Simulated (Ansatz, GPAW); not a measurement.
# Work function of OH/Nb(110) at several levels, part 3 of 3

How far do functional and basis move the work function of OH/Nb(110)?

GPAW 26.7.0 and Ansatz 0.2.0; Ansatz plane waves; slab in vacuum with a dipole correction, relaxation; PAW set soft_1 (the session's first sound run).

So far, upper work function (eV): step 2 (relaxation, PBE) 3.13; step 4 (self-consistent run: xc = "RPBE") 3.03; step 5 (self-consistent run: xc = "LDA") 3.37; step 6 (self-consistent run: xc = "vdW-DF2", GPAW, PAW setups, GPAW) 3.55; step 7 (real-space grid: mode = "fd", PBE, GPAW) 3.14.

## (9) A second plane-wave code

A second program with its own datasets checks the number independently.

This step: Ansatz plane waves; slab in vacuum with a dipole correction; PAW set soft_1 (Ansatz 0.2.0).

File input.yaml:

```yaml
crystal:
  lattice:
    - [4.6669047558, -3.3, 0.0]
    - [4.6669047558, 3.3, 0.0]
    - [0.0, 0.0, 23.782612665]
  atoms:
    - { symbol: Nb, position: [0.0, 0.0, 0.2943326748] }
    - { symbol: Nb, position: [0.25, 0.25, 0.392448572] }
    - { symbol: Nb, position: [0.0002884602, 0.0003362286, 0.4923966029] }
    - { symbol: Nb, position: [0.2597544108, 0.2481049785, 0.5903681295] }
    - { symbol: Nb, position: [0.0, 0.5, 0.2943326748] }
    - { symbol: Nb, position: [0.25, 0.75, 0.392448572] }
    - { symbol: Nb, position: [-0.0002884602, 0.4996637714, 0.4923966029] }
    - { symbol: Nb, position: [0.2549131972, 0.7333927025, 0.5846734388] }
    - { symbol: Nb, position: [0.5, 0.0, 0.2943326748] }
    - { symbol: Nb, position: [0.75, 0.25, 0.392448572] }
    - { symbol: Nb, position: [0.5024102735, 4.08466e-05, 0.4906783662] }
    - { symbol: Nb, position: [0.7402455892, 0.2518950215, 0.5903681295] }
    - { symbol: Nb, position: [0.5, 0.5, 0.2943326748] }
    - { symbol: Nb, position: [0.75, 0.75, 0.392448572] }
    - { symbol: Nb, position: [0.4975897265, 0.4999591534, 0.4906783662] }
    - { symbol: Nb, position: [0.7450868028, 0.7666072975, 0.5846734388] }
    - { symbol: O, position: [0.0, 0.25, 0.6546123324] }
    - { symbol: H, position: [0.0, 0.25, 0.6953387722] }
kpoints:
  mp_grid: { grid: [6, 6, 1] }
hamiltonian:
  xc: pbe
  pseudopotentials: { kind: paw, azcp: { folder: soft_1 } }
scf:
  occupations: { method: fermi_dirac, width: 0.1 }
efield:
  axis: 3
  dipole_correction: true
  ramp_width: 0.05
output:
  forces: true
  write_potential: true
  write_density: true
  volumetric_format: npy
  elf: true
```

Run with:

```
> ansatz run input.yaml --threads 4 --pin off --max-ram 8192MiB --backend cpu --events-out ev --progress --plain --runs-dir out
```

Numbers of over 12 decimals in the logs are rounded to 6 here.

The log of the run:

```text
[...]
Crystal: 18 atoms, lattice volume = 732.542 Å³
Basis set: ecut = 420 eV, 14295 PW (Γ), exchange–correlation on 80×80×320 points (8 copies of the dense FFT grid, shifted against one another)
Bands: 129, of which v1, the nominal top of the filled ones, is band 108 counted from 1 (107 counted from 0)
Symmetry: 2 space group operations
[...]
k-points: 20 of 36
[...]
SCF iter   1: F=—  HF=-73430.618569 eV  |F-HF|=—  |Δ(HF+E_count)|=         —  Δρ=6.38e-2  dr2=1.86e2  ethr=3.10e-3  p=0.000 e·Å  D=1.50e-7 V/Å  ΔV_dip=-0.00 eV  dr2_dipole=2.39e0  V_vac-E_F(+/−)=6.65/6.65 eV  ⟨swp⟩=8.7  Hψ=12746  notcnv=0
[...]
SCF iter  11: F=-73414.074904 eV  HF=-73414.074904 eV  |F-HF|=5.56e-9  |Δ(HF+E_count)|=   1.13e-7  Δρ=1.10e-6  dr2=2.36e-8  ethr=4.65e-11  p=0.238 e·Å  D=5.87e-2 V/Å  ΔV_dip=-1.40 eV  dr2_dipole=2.68e-9  V_vac-E_F(+/−)=3.13/4.53 eV  ⟨swp⟩=26.6  Hψ=23693  notcnv=0
SCF 1 converged in 11 iterations: F = -73414.074904 eV  dr2 = 2.36e-8
[...]
SCF converged after 11 iterations
Free energy (F): -73414.074904 eV
[...]
Internal energy: -73413.411393 eV  (E = F + TS)
E sigma→0 (E₀):  -73413.743148 eV
Entropy (-TS):   -0.663511 eV (-36.862 meV/atom)
Fermi energy:    5.023604 eV
Dipole field:    D = 0.058706 V/Å  (p = 0.237656 e·Å, saw-weighted, corrected)
Work function:   Φ+ = 3.1322 eV   Φ− = 4.5283 eV
[...]
--- Forces (eV/Å), atoms counted from 1 ---
  atom   1  Nb     0.01548965    -0.00251134     0.31168612
  atom   2  Nb    -0.01834202    -0.00963927    -0.28000314
  atom   3  Nb    -0.00075122     0.00128033    -0.00047454
  atom   4  Nb     0.00802474     0.00273833    -0.00266665
  atom   5  Nb    -0.01548965     0.00251134     0.31168612
  atom   6  Nb    -0.06794382     0.05645103    -0.36478550
  atom   7  Nb     0.00075122    -0.00128033    -0.00047454
  atom   8  Nb    -0.00854859     0.00295957     0.00276827
  atom   9  Nb     0.01898319     0.00649988     0.32990344
  atom  10  Nb     0.01834202     0.00963927    -0.28000314
  atom  11  Nb    -0.00096281     0.00197871     0.00178588
  atom  12  Nb    -0.00802474    -0.00273833    -0.00266665
  atom  13  Nb    -0.01898319    -0.00649988     0.32990344
  atom  14  Nb     0.06794382    -0.05645103    -0.36478550
  atom  15  Nb     0.00096281    -0.00197871     0.00178588
  atom  16  Nb     0.00854859    -0.00295957     0.00276827
  atom  17  O      0.00000000     0.00000000     0.00472280
  atom  18  H      0.00000000     0.00000000    -0.00121102
  max |Σ_I F_I| component: 6.05e-5 eV/Å
--- Band table (eV; the first three rows and the last of 20) ---
  k-point 0: bands = [... 104 lower, 5.1998, 5.2491, 5.3441, 5.3805, 5.6813, 5.7224, 6.5172, 6.5584, ... 17 higher]
  k-point 1: bands = [... 104 lower, 5.0162, 5.1046, 5.1665, 5.2937, 5.4678, 5.7479, 6.0362, 6.1665, ... 17 higher]
  k-point 2: bands = [... 104 lower, 4.7351, 4.8145, 4.8602, 4.9357, 5.1386, 5.3099, 5.3616, 5.4070, ... 17 higher]
  k-point 19: bands = [... 104 lower, 4.7684, 5.0191, 5.0391, 5.1553, 5.1661, 5.1889, 5.1904, 5.2893, ... 17 higher]
```

Wall time 1.8 min (4 threads of Arm Neoverse V1, shared host); peak memory 2.7 GiB.

The column dr2 measures how far the density is from self-consistency, as an energy; F and HF (Harris–Foulkes) agree once it is small.

This step gave:

| Item | Value |
| --- | --- |
| upper work function | 3.132 eV |
| lower work function | 4.528 eV |
| dipole along the normal | 0.2377 e·Å |
| dipole field | 0.05871 V/Å |
| vacuum level above | 8.156 eV |
| vacuum level below | 9.552 eV |

Table of electrostatic potential energy of an electron (with the applied field's), less the Fermi level, planar mean by z:

z (Å), electrostatic potential energy of an electron (with the applied field's), less the Fermi level, planar mean (eV) and a bar from the least value:
```
      0.0        4.0 #############################
      0.5        4.5 ##############################
      1.0        4.5 ##############################
      1.5        4.5 ##############################
      2.0        4.5 ##############################
      2.5        4.5 ##############################
      3.0        4.5 ##############################
      3.5        4.5 ##############################
      4.0        4.5 ##############################
      4.5        4.3 ##############################
      5.0        3.8 #############################
      5.5        2.5 ###########################
      6.0       -1.7 ######################
      6.5      -13.0 #########
      7.0      -20.2 
      7.5      -12.5 #########
      8.0       -2.0 ######################
      8.5       -4.4 ###################
      9.0      -16.3 #####
      9.5      -19.0 #
     10.0       -8.2 ##############
     10.5       -1.1 #######################
     11.0       -7.6 ###############
     11.5      -18.6 ##
     12.0      -16.7 ####
     12.5       -5.0 ##################
     13.0       -2.7 #####################
     13.5      -13.2 ########
     14.0      -20.0 
     14.5      -12.5 #########
     15.0       -2.1 ######################
     15.5        0.4 #########################
     16.0        2.1 ###########################
     16.5        2.5 ############################
     17.0        2.9 ############################
     17.5        3.1 ############################
     18.0        3.1 ############################
     18.5        3.1 ############################
     19.0        3.1 ############################
     19.5        3.1 ############################
     20.0        3.1 ############################
     20.5        3.1 ############################
     21.0        3.1 ############################
     21.5        3.1 ############################
     22.0        3.1 ############################
     22.5        3.1 ############################
     23.0        3.1 ############################
     23.5        3.6 #############################
```

Valence density, planar mean against z:

z (Å), valence density, planar mean (e/Å³) and a bar:
```
      2.5       0.00 
      3.0       0.00 
      3.5       0.00 
      4.0       0.00 
      4.5       0.01 
      5.0       0.02 
      5.5       0.05 #
      6.0       0.17 ####
      6.5       0.79 ##################
      7.0       1.29 ##############################
      7.5       0.80 ###################
      8.0       0.29 #######
      8.5       0.37 #########
      9.0       1.06 #########################
      9.5       1.23 #############################
     10.0       0.54 #############
     10.5       0.26 ######
     11.0       0.51 ############
     11.5       1.21 ############################
     12.0       1.09 #########################
     12.5       0.39 #########
     13.0       0.31 #######
     13.5       0.85 ####################
     14.0       1.28 ##############################
     14.5       0.74 #################
     15.0       0.22 #####
     15.5       0.27 ######
     16.0       0.13 ###
     16.5       0.05 #
     17.0       0.01 
     17.5       0.00 
     18.0       0.00 
     18.5       0.00 
     19.0       0.00
```

Force by atom:

```
atom  x (eV/Å)  y (eV/Å)  z (eV/Å)   size
 Nb1     0.015    -0.003     0.312  0.312
 Nb2    -0.018    -0.010    -0.280  0.281
 Nb3    -0.001     0.001     0.000  0.002
 Nb4     0.008     0.003    -0.003  0.009
 Nb5    -0.015     0.003     0.312  0.312
 Nb6    -0.068     0.056    -0.365  0.375
 Nb7     0.001    -0.001     0.000  0.002
 Nb8    -0.009     0.003     0.003  0.009
 Nb9     0.019     0.006     0.330  0.331
Nb10     0.018     0.010    -0.280  0.281
Nb11    -0.001     0.002     0.002  0.003
Nb12    -0.008    -0.003    -0.003  0.009
Nb13    -0.019    -0.006     0.330  0.331
Nb14     0.068    -0.056    -0.365  0.375
Nb15     0.001    -0.002     0.002  0.003
Nb16     0.009    -0.003     0.003  0.009
 O17     0.000     0.000     0.005  0.005
 H18     0.000     0.000    -0.001  0.001
```

Electrostatic potential energy in the ca plane at fractional y = 0.248, with atoms of Nb and O and H within 0.2 Å of it. With pseudopotentials it is smooth inside the atoms' cores, unlike the true potential.

Ten even steps from '0' (-58 eV) to '9' (9 eV), each cell a mean:
```
99988889999899998888533557999999999999999999
99864468999999986457877999999999999999999999
99620027999999862004799999999999999999999999
98610016899999850002799999999999999999999999
99720027999999861003799999999999999999999999
99864468999999985346899999999999999999999999
99988889999999998788999999999999999999999999
99998899999899999889999999999999999999999999
99976679999999987567999999999999999999999999
99742147999999963114899999999999999999999999
98610016999999850002799999999999999999999999
98610016999999851002799999999999999999999999
99742147999999974225889999999999999999999999
99986689999999998778744778999999999999999999
99998899999899999988522336999999999999999999
```
Columns run along c (16.0 Å, from fractional 0.33 to 1.00 of the cell; values clipped at the 3rd and 97th percentile), rows up along a (5.7 Å). Atoms in or near the plane, at fractional coordinates: Nb at (0.39, 0.25), Nb at (0.59, 0.26), Nb at (0.39, 0.75), Nb at (0.59, 0.74), O at (0.65, 0.00), H at (0.70, 0.00).

ELF in the ca plane at fractional y = 0.248, with atoms of Nb and O and H within 0.2 Å of it. It is the smooth field of the valence electrons, not physical close to the nuclei.

Values, 8 rows by 16 columns, each cell a mean:
```
0.29 0.33 0.38 0.32 0.33 0.32 0.34 0.33 0.64 0.74 0.52 0.02 0.00 0.00 0.00 0.00
0.36 0.35 0.57 0.44 0.37 0.42 0.46 0.59 0.33 0.23 0.05 0.00 0.00 0.00 0.00 0.00
0.35 0.32 0.63 0.39 0.37 0.40 0.40 0.63 0.23 0.06 0.01 0.00 0.00 0.00 0.00 0.00
0.30 0.38 0.28 0.36 0.34 0.35 0.34 0.34 0.28 0.23 0.06 0.01 0.00 0.00 0.00 0.00
0.30 0.33 0.38 0.33 0.33 0.35 0.30 0.44 0.23 0.18 0.04 0.01 0.00 0.00 0.00 0.00
0.36 0.35 0.57 0.45 0.37 0.41 0.47 0.56 0.27 0.06 0.01 0.00 0.00 0.00 0.00 0.00
0.35 0.32 0.62 0.39 0.37 0.40 0.40 0.62 0.41 0.38 0.13 0.01 0.00 0.00 0.00 0.00
0.30 0.38 0.29 0.36 0.34 0.32 0.37 0.24 0.64 0.79 0.66 0.03 0.00 0.00 0.00 0.00
```
Columns run along c (16.0 Å, from fractional 0.29 to 0.96 of the cell), rows up along a (5.7 Å). Atoms in or near the plane, at fractional coordinates: Nb at (0.39, 0.25), Nb at (0.59, 0.26), Nb at (0.39, 0.75), Nb at (0.59, 0.74), O at (0.65, 0.00), H at (0.70, 0.00).

Valence density in the ca plane at fractional y = 0.248, with atoms of Nb and O and H within 0.2 Å of it. It is the smooth field of the valence electrons, not physical close to the nuclei.

Ten steps, logarithmic in the rise over the least value, from '0' (0.0 e/Å³) to '9' (6.8 e/Å³), each cell a mean:
```
33334433333333333434799763100000000000000000
33357753333333345765566431000000000000000000
33589985333333358987433210000000000000000000
33689985333333468998521100000000000000000000
33579975333333368997421000000000000000000000
33357753333333346775310000000000000000000000
33334433333333334443210000000000000000000000
33333333333333333443210000000000000000000000
33345543333333335664210000000000000000000000
33478874333333357886310000000000000000000000
33589985333333368998521000000000000000000000
33589985333333368997532100000000000000000000
33478864333333347886454321000000000000000000
33345543333333334544688642100000000000000000
33333333333333333334799874100000000000000000
```
Columns run along c (16.0 Å, from fractional 0.33 to 1.00 of the cell), rows up along a (5.7 Å). Atoms in or near the plane, at fractional coordinates: Nb at (0.39, 0.25), Nb at (0.59, 0.26), Nb at (0.39, 0.75), Nb at (0.59, 0.74), O at (0.65, 0.00), H at (0.70, 0.00).

The upper face's work function is 3.132 eV, against 3.140 eV in the first plane-wave PBE run at this geometry.

## (10) Side by side

Results and costs are gathered.

This step: comparison of work functions, dipole and cost; PAW set soft_1 (GPAW 26.7.0).

Ladder, by row:

```csv
step,code,"work function, upper (eV)","work function, lower (eV)",dipole (e Å),wall time (s),peak memory (GiB),threads
pw,GPAW,3.14,4.531,0.2372,4274,1.66,1
RPBE,GPAW,3.027,4.4,0.234,3966,1.66,1
LDA,GPAW,3.372,4.777,0.2395,4103,1.66,1
vdW-DF2,GPAW,3.555,4.783,0.2094,4062,2.17,1
fd,GPAW,3.139,4.53,0.2369,11981,7.02,1
ansatz,Ansatz,3.132,4.528,0.2377,110.3,2.708,4
```

## (11) A changed run

One more run, with changed settings.

This step: GPAW, PAW setups; slab in vacuum (GPAW 26.7.0).

File run.py:

```python
import json
import numpy as np
from ase import Atoms
from gpaw import GPAW

slab = Atoms(
    ['Nb', 'Nb', 'Nb', 'Nb', 'Nb', 'Nb', 'Nb', 'Nb', 'Nb', 'Nb', 'Nb', 'Nb', 'Nb', 'Nb', 'Nb', 'Nb', 'O', 'H'],
    positions=[
        [0.00000, 0.00000, 7.00000],
        [2.33345, 0.00000, 9.33345],
        [0.00292, 0.00016, 11.71048],
        [2.37013, -0.03844, 14.04050],
        [2.33345, 1.65000, 7.00000],
        [4.66690, 1.65000, 9.33345],
        [2.33054, 1.64984, 11.71048],
        [4.61233, 1.57898, 13.90506],
        [2.33345, -1.65000, 7.00000],
        [4.66690, -1.65000, 9.33345],
        [2.34489, -1.65782, 11.66961],
        [4.63023, -1.61156, 14.04050],
        [4.66690, 0.00000, 7.00000],
        [7.00036, 0.00000, 9.33345],
        [4.65547, 0.00782, 11.66961],
        [7.05493, 0.07102, 13.90506],
        [1.16673, 0.82500, 15.56839],
        [1.16673, 0.82500, 16.53697]],
    cell=[[4.6669, -3.3, 0.0], [4.6669, 3.3, 0.0], [0.0, 0.0, 23.78261]],
    pbc=[True, True, False])

slab.calc = GPAW(mode='fd', h=0.4, xc='PBE', kpts={'size': (6, 6, 1), 'gamma': True},
                 occupations={'name': 'fermi-dirac', 'width': 0.1}, nbands='160%',
                 convergence={'density': 1e-05}, maxiter=75,
                 poissonsolver={'dipolelayer': 'xy'},
                 symmetry={'tolerance': 1e-3}, txt='slab.txt')
result = {}
energy = slab.get_potential_energy()
fermi = slab.calc.get_fermi_level()
v = slab.calc.get_electrostatic_potential().mean((0, 1)) - fermi
n = slab.calc.get_pseudo_density().mean((0, 1))
L = slab.cell[2, 2]
z = np.arange(len(v)) * L / len(v)
low, high = slab.positions[:, 2].min(), slab.positions[:, 2].max()
below, above = np.interp([low - 4.8, high + 4.8], z, v)
slopes = [np.interp(x, z, np.gradient(v, z)) for x in (low - 4.8, high + 4.8)]
eps = np.array([[slab.calc.get_eigenvalues(k, s) for k in range(len(slab.calc.get_ibz_k_points()))]
                for s in range(slab.calc.get_number_of_spins())]) - fermi
top, bottom = eps[eps < 0].max(), eps[eps > 0].min()
dipole = slab.get_dipole_moment()[2]
print(f'energy {energy:.4f} eV, Fermi level {fermi:.4f} eV, dipole {dipole:.5f} e A')
print(f'potential 4.8 A off the faces, from the Fermi level: lower {below:.4f} eV, upper {above:.4f} eV')
print(f'slope of the potential there: lower {slopes[0]:.5f}, upper {slopes[1]:.5f} eV/A')
print(f'nearest levels on the mesh: {top:.4f} and {bottom:.4f} eV')
print('magnetic moment', round(slab.get_magnetic_moment(), 3))
result.update(energy=energy, fermi=fermi, dipole=dipole, below=below, above=above, slopes=slopes, edges=[top, bottom],
              z=z.tolist(), v=v.tolist(), n=n.tolist(), positions=slab.positions.tolist(),
              forces=slab.get_forces(apply_constraint=False).tolist(), moments=slab.get_magnetic_moments().tolist())
json.dump(result, open('result.json', 'w'))
```

Run with:

```
> OMP_NUM_THREADS=1 OPENBLAS_NUM_THREADS=1 python run.py
```

The log of the run:

```text
energy -140.8650 eV, Fermi level -4.7856 eV, dipole -0.11206 e A
potential 4.8 A off the faces, from the Fermi level: lower 4.4531 eV, upper 5.1172 eV
slope of the potential there: lower -0.00260, upper 0.00003 eV/A
nearest levels on the mesh: -0.0033 and 0.0013 eV
magnetic moment 0.0
```

The job ended after 37 min (1 thread; peak memory 0.71 GiB).

The run finished. A setting was moved off its sound value on purpose, so it serves as a test and not as the result.

The fault put into the input: a grid far too coarse (mode = "fd" and h = 0.4).

The two runs compared:

| quantity | this run | sound run | difference |
| --- | --- | --- | --- |
| dipole along the normal (e·Å) | -0.11206 | 0.23718 | -0.349 |
| upper work function (eV) | 5.1172 | 3.1395 | 1.98 |
| lower work function (eV) | 4.4531 | 4.5313 | -0.0782 |

The dipole along the normal changes sign: -0.112 e·Å against 0.237 e·Å.

## (12) Outcome

* work function, upper and lower face: 3.140 and 4.531 eV
* dipole along the normal: 0.237 e Å

In words: With plane waves and PBE the work function is 3.14 eV on the upper face and 4.53 eV on the lower. The two faces differ by 1.4 eV, the step that the slab's dipole makes (e p/(ε0 A) gives 1.4 eV), so the dipole layer is needed. Over the sound runs of the table the upper face's work function spans 3.027 (RPBE) to 3.555 eV (vdW-DF2). The two plane-wave codes differ by 0.0073 eV on the upper face. At this geometry GPAW leaves forces of up to 0.26 eV/Å on free atoms, so it isn't GPAW's own minimum, and dipole and steps would shift on relaxing there. The cell of 30.8 Å² holds one OH, started on one chosen site; other sites and coverages weren't tried. The in-plane lattice was kept as typed, which isn't the functional's own and leaves some strain; spin-orbit coupling and temperature are left out.

[Logs are printed without paths, hosts, clocks, repeated set-up lines and the standing remarks that a program may print on its own settings, such as how far it seeks lower states.]

[Hosts, paths, dates, database ids (printed as entryN), source tags and the programs' standing remarks are cut or masked in the printed files.]
